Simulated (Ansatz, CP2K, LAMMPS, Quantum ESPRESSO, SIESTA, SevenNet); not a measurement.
# Structure and levels of amorphous 43ZrO2-57SiO2 (mol %) (84 atoms) across programs

Aim: relax amorphous 43ZrO2-57SiO2 (mol %) (84 atoms), then compare forces, pressure and levels from several programs at that geometry.

All numbers are calculated, not measured.

## (1) The structure

The cell holds 84 atoms (12 Zr, 16 Si and 56 O), with edges of 10.62, 10.62 and 10.62 Å. Recipe: 84 atoms (12 Zr, 16 Si, 56 O) placed at random at 3.38 g/cm³, melted at 5000 K for 10 ps at fixed volume with the Morse and Coulomb pair potential with partial charges (Pedone, Malavasi, Menziani, Cormack and Segre, J. Phys. Chem. B 110, 11780 (2006)). Quenched from 5000 K to 300 K at 50 K/ps and fixed volume, held 5 ps, then minimised at fixed cell. Then the atoms were relaxed with SevenNet 0 in the fixed cell. Then the atoms were relaxed with CP2K double zeta, PBE.

## (2) The relaxation

CP2K double zeta (DZVP-MOLOPT-SR, GTH-PBE potentials, 480 Ry; k-points Γ) took 13 geometry steps and reached its thresholds. It started from the geometry that SevenNet 0 had relaxed.

Elapsed: 11 min, on 4 MPI ranks of Arm Neoverse V2, shared host; peak memory 3 GiB; 43 min of CPU time.

|  | before | after |
| --- | --- | --- |
| energy (meV/atom) | 0 | -3.5 |
| Zr-O bonds under 2.83 Å | 70 at 2.159 Å | 69 at 2.143 Å |
| Si-O bonds under 2.12 Å | 64 at 1.643 Å | 64 at 1.648 Å |

Atoms moved by 0.03 Å r.m.s. and 0.08 Å at most, with the common shift taken off.

## (3) Local order after relaxation

Density 3.38 g/cm³, 14.26 Å³ an atom.

g(r), total and by pair (bins of 0.2 Å):

| r (Å) | total | O-O | O-Si | O-Zr | Si-Si | Si-Zr | Zr-Zr |
| --- | --- | --- | --- | --- | --- | --- | --- |
| 1.50 | 0.05 | 0.00 | 0.21 | 0.00 | 0.00 | 0.00 | 0.00 |
| 1.70 | 3.14 | 0.00 | 12.38 | 0.00 | 0.00 | 0.00 | 0.00 |
| 1.90 | 0.46 | 0.00 | 0.00 | 2.40 | 0.00 | 0.00 | 0.00 |
| 2.10 | 1.09 | 0.00 | 0.00 | 5.75 | 0.00 | 0.00 | 0.00 |
| 2.30 | 0.35 | 0.00 | 0.00 | 1.81 | 0.00 | 0.00 | 0.00 |
| 2.50 | 0.46 | 0.80 | 0.00 | 0.58 | 0.00 | 0.00 | 0.00 |
| 2.70 | 1.84 | 3.97 | 0.00 | 0.30 | 0.48 | 0.00 | 0.00 |
| 2.90 | 0.89 | 1.73 | 0.06 | 0.17 | 1.29 | 0.56 | 0.00 |
| 3.10 | 0.77 | 1.14 | 0.39 | 0.14 | 2.74 | 0.25 | 1.33 |
| 3.30 | 0.83 | 0.89 | 0.53 | 0.26 | 1.79 | 2.49 | 2.42 |
| 3.50 | 0.82 | 0.49 | 0.79 | 0.57 | 0.00 | 4.42 | 2.68 |
| 3.70 | 0.85 | 0.65 | 1.27 | 0.72 | 0.00 | 1.30 | 1.43 |
| 3.90 | 0.97 | 0.72 | 1.55 | 1.02 | 0.00 | 0.33 | 2.15 |
| 4.10 | 1.26 | 0.89 | 1.82 | 1.65 | 0.89 | 0.58 | 1.19 |
| 4.30 | 1.19 | 0.85 | 1.81 | 1.44 | 0.99 | 0.54 | 0.35 |
| 4.50 | 1.08 | 0.83 | 1.26 | 1.54 | 2.01 | 0.24 | 0.32 |
| 4.70 | 0.99 | 0.94 | 0.70 | 1.65 | 0.85 | 0.80 | 0.29 |
| 4.90 | 1.07 | 1.17 | 0.64 | 1.28 | 1.56 | 1.46 | 0.56 |
| 5.10 | 1.10 | 1.33 | 0.88 | 0.73 | 1.56 | 1.33 | 0.78 |

Bonds by pair of elements; cutoffs follow the first minimum of g(r), held within bounds set by covalent radii, and pairs that aren't listed don't count as bonded:

| pair A-B | cutoff (Å) | bonds | mean length (Å) | spread (Å) | shortest (Å) | B about A | A about B |
| --- | --- | --- | --- | --- | --- | --- | --- |
| O-Si | 2.12 | 64 | 1.65 | 0.033 | 1.59 | 1.14 | 4 |
| O-Zr | 2.83 | 69 | 2.14 | 0.178 | 1.92 | 1.23 | 5.75 |

How many atoms have how many bonded neighbours:

| element | mean | 2 | 3 | 4 | 5 | 6 | 7 |
| --- | --- | --- | --- | --- | --- | --- | --- |
| O | 2.38 | 37 | 17 | 2 | 0 | 0 | 0 |
| Si | 4 | 0 | 0 | 16 | 0 | 0 | 0 |
| Zr | 5.75 | 0 | 0 | 0 | 4 | 7 | 1 |

Bond angles, per cent of each kind in bins of 5°:

| angle (°) | O-Zr-O | O-Si-O | Si-O-Zr | Zr-O-Zr | Si-O-Si |
| --- | --- | --- | --- | --- | --- |
| 55–60 | 0.6 | 0.0 | 0.0 | 0.0 | 0.0 |
| 60–65 | 1.8 | 0.0 | 0.0 | 0.0 | 0.0 |
| 65–70 | 2.4 | 0.0 | 0.0 | 0.0 | 0.0 |
| 70–75 | 6.0 | 0.0 | 0.0 | 0.0 | 0.0 |
| 75–80 | 10.2 | 0.0 | 0.0 | 0.0 | 0.0 |
| 80–85 | 10.2 | 0.0 | 0.0 | 2.9 | 0.0 |
| 85–90 | 7.8 | 1.0 | 2.0 | 2.9 | 0.0 |
| 90–95 | 11.4 | 0.0 | 6.0 | 8.8 | 0.0 |
| 95–100 | 10.2 | 5.2 | 2.0 | 11.8 | 0.0 |
| 100–105 | 3.6 | 9.4 | 4.0 | 29.4 | 0.0 |
| 105–110 | 6.6 | 37.5 | 4.0 | 8.8 | 0.0 |
| 110–115 | 3.0 | 32.3 | 2.0 | 0.0 | 6.2 |
| 115–120 | 0.6 | 11.5 | 2.0 | 5.9 | 0.0 |
| 120–125 | 2.4 | 3.1 | 10.0 | 0.0 | 12.5 |
| 125–130 | 2.4 | 0.0 | 18.0 | 5.9 | 6.2 |
| 130–135 | 1.2 | 0.0 | 6.0 | 5.9 | 6.2 |
| 135–140 | 1.8 | 0.0 | 8.0 | 2.9 | 18.8 |
| 140–145 | 0.6 | 0.0 | 6.0 | 2.9 | 6.2 |
| 145–150 | 5.4 | 0.0 | 6.0 | 8.8 | 12.5 |
| 150–155 | 2.4 | 0.0 | 4.0 | 0.0 | 12.5 |
| 155–160 | 3.6 | 0.0 | 6.0 | 0.0 | 12.5 |
| 160–165 | 1.2 | 0.0 | 2.0 | 0.0 | 6.2 |
| 165–170 | 2.4 | 0.0 | 8.0 | 0.0 | 0.0 |
| 170–175 | 0.6 | 0.0 | 4.0 | 2.9 | 0.0 |
| 175–180 | 1.2 | 0.0 | 0.0 | 0.0 | 0.0 |

Bond angles (no mean is given where the spread exceeds 20°):

| angle | count | mean (°) | spread (°) |
| --- | --- | --- | --- |
| O-Zr-O | 166 | - | - |
| O-Si-O | 96 | 109 | 5.4 |
| Si-O-Zr | 50 | - | - |
| Zr-O-Zr | 34 | - | - |
| Si-O-Si | 16 | 141 | 13.9 |

Oxygen atoms by the number of network formers (Si, P, Ge, B, Al, As, Ga) bound to them:

| network formers bound to O | O atoms | per cent |
| --- | --- | --- |
| 0 | 8 | 14.3 |
| 1 | 32 | 57.1 |
| 2 | 16 | 28.6 |

Network units: each former by its oxygen neighbours and how many of them bridge to another former:

| former | O neighbours | bridging O | atoms |
| --- | --- | --- | --- |
| Si | 4 | 0 | 1 |
| Si | 4 | 1 | 4 |
| Si | 4 | 2 | 6 |
| Si | 4 | 3 | 4 |
| Si | 4 | 4 | 1 |

Bond length by coordination (bonds to H left out):

| element | coordination | atoms | mean bond length (Å) |
| --- | --- | --- | --- |
| O | 2 | 37 | 1.77 |
| O | 3 | 17 | 2.04 |
| O | 4 | 2 | 2.22 |
| Zr | 5 | 4 | 2.11 |
| Zr | 6 | 7 | 2.15 |
| Zr | 7 | 1 | 2.18 |

First main peaks of g(r), for some of the pairs, lie near 2.7 Å (O-O), 1.6 Å (O-Si), 2.1 Å (O-Zr), 3.1 Å (Si-Si) and 3.5 Å (Si-Zr). With the cutoffs above, 66 % of O atoms have 2, all Si atoms have 4 and 58 % of Zr atoms have 6 bonded neighbours. Counting bonds to Si alone, not to Zr, 29 % of the oxygens join two of these atoms and 57 % one; 14 % join none. The commonest Si unit has 4 oxygens, 2 of them shared with other formers (6 of 16 atoms).

## (4) The plane-wave reference

Quantum ESPRESSO 7.5: Kohn-Sham DFT, PBE, SSSP efficiency 1.3.0 pseudopotentials, plane waves. Its input for the relaxed cell:

```
&control
  calculation = 'scf'
  pseudo_dir = './pseudo'
  outdir = './tmp'
  disk_io = 'none'
  tprnfor = .true.
  tstress = .true.
/
&system
  ibrav = 0
  nat = 84
  ntyp = 3
  ecutwfc = 60
  ecutrho = 480
  nosym = .true.
  occupations = 'smearing'
  smearing = 'fd'
  degauss = 0.003675
/
&electrons
  conv_thr = 4.2e-07
  electron_maxstep = 100
  mixing_beta = 0.4
  mixing_mode = 'plain'
  diagonalization = 'david'
/
ATOMIC_SPECIES
Zr 91.224 Zr.upf
Si 28.085 Si.upf
O 15.999 O.upf
CELL_PARAMETERS angstrom
10.62010 0.00000 0.00000
0.00000 10.62010 0.00000
0.00000 0.00000 10.62010
ATOMIC_POSITIONS crystal
Zr 0.48152 0.55647 0.41313
Zr 0.05315 0.13414 0.47420
Zr 0.09675 0.80614 0.64085
[... 79 atom lines left out ...]
O 0.18149 0.49185 0.89155
O 0.47295 0.40172 0.99309
K_POINTS gamma
```

The job ended after 3.1 min (4 MPI ranks of Arm Neoverse V2, shared host; peak memory 3.7 GiB; 12 min of CPU time).

## (5) All levels at this geometry

CPU times are from a shared host and are rough.

| level | basis or training data | k-points | own r.m.s. force (meV/Å) | difference from the reference (meV/Å) | pressure (GPa) | Kohn-Sham gap (eV) | CPU time | memory (GiB) |
| --- | --- | --- | --- | --- | --- | --- | --- | --- |
| QE, PBE | plane waves, SSSP efficiency, 60/480 Ry | Γ | 86 | - | -1.64 | 3.68 | 12 min | 3.7 |
| CP2K triple zeta, PBE | TZV2P-UZH, GTH-PBE potentials, 600 Ry | Γ | 161 | 141 | -1.63 | 3.74 | 14 min | 6.8 |
| SIESTA DZP, PBE | DZP orbitals, shift 0.01 Ry, mesh 400 Ry | Γ | 188 | 190 | 0.77 | 3.39 | 3.9 min | 1.9 |
| SevenNet 0 | trained on PBE(+U) plane-wave data | - | 191 | 174 | 0.13 | - | 6.6 s | 0.91 |

The gap is the spacing of the highest filled and lowest empty Kohn-Sham level on the mesh; a dash marks partly filled levels, a spacing under 0.15 eV or a method without such levels.

## (6) Outcome

Relaxation in the fixed cell lowers the energy by 3 meV/atom at its own level and moves atoms by up to 0.08 Å. By the cutoffs of the final cell 0 bonds formed and 1 was lost, leaving 133. The reference finds an r.m.s. force of 86 meV/Å there and a pressure of -1.64 GPa, at a geometry that CP2K double zeta made.

Forces differ from the reference's by 141 meV/Å (CP2K triple zeta, PBE), 174 meV/Å (SevenNet 0) and 190 meV/Å (SIESTA DZP, PBE). CP2K double zeta is at its own minimum here, so the reference's force is itself a measure of how the two differ. Pressures lie +1.8 GPa (SevenNet 0), +0.0 GPa (CP2K triple zeta, PBE) and +2.4 GPa (SIESTA DZP, PBE) from the reference's. The highest filled and lowest empty levels lie 3.68 eV apart in the reference, against 3.74 eV in CP2K triple zeta, PBE and 3.39 eV in SIESTA DZP, PBE. With the cutoffs above, 66 % of O atoms have 2, all Si atoms have 4 and 58 % of Zr atoms have 6 bonded neighbours.

Caveats: The density was set by the recipe and held. One sample of a disordered cell; defect or tail levels can set the gap. Gaps are read on the mesh, which holds the band edges only if they fold onto it, and semilocal functionals tend to put them under measured ones. The quench rate of 50 K/ps is many orders above laboratory rates, so the cell is likely richer in defects and strain than a real sample. The reference samples only Γ, in a cell whose shortest periodic width is 11 Å. The plane-wave runs aren't exact: their cutoffs and mesh weren't converged further here. SIESTA's automatically made basis is far from complete, and its potentials were converted by us (checked for H, C, O, Si, Ge and Ca alone). Where levels are smeared, the DFT runs use Fermi–Dirac occupations at 580 K (0.05 eV), and energies are free energies.

[Logs are printed without paths, hosts, clocks, repeated set-up lines and the standing remarks that a program may print on its own settings, such as how far it seeks lower states.]

[Hosts, paths, dates, database ids (printed as entryN), source tags and the programs' standing remarks are cut or masked in the printed files.]
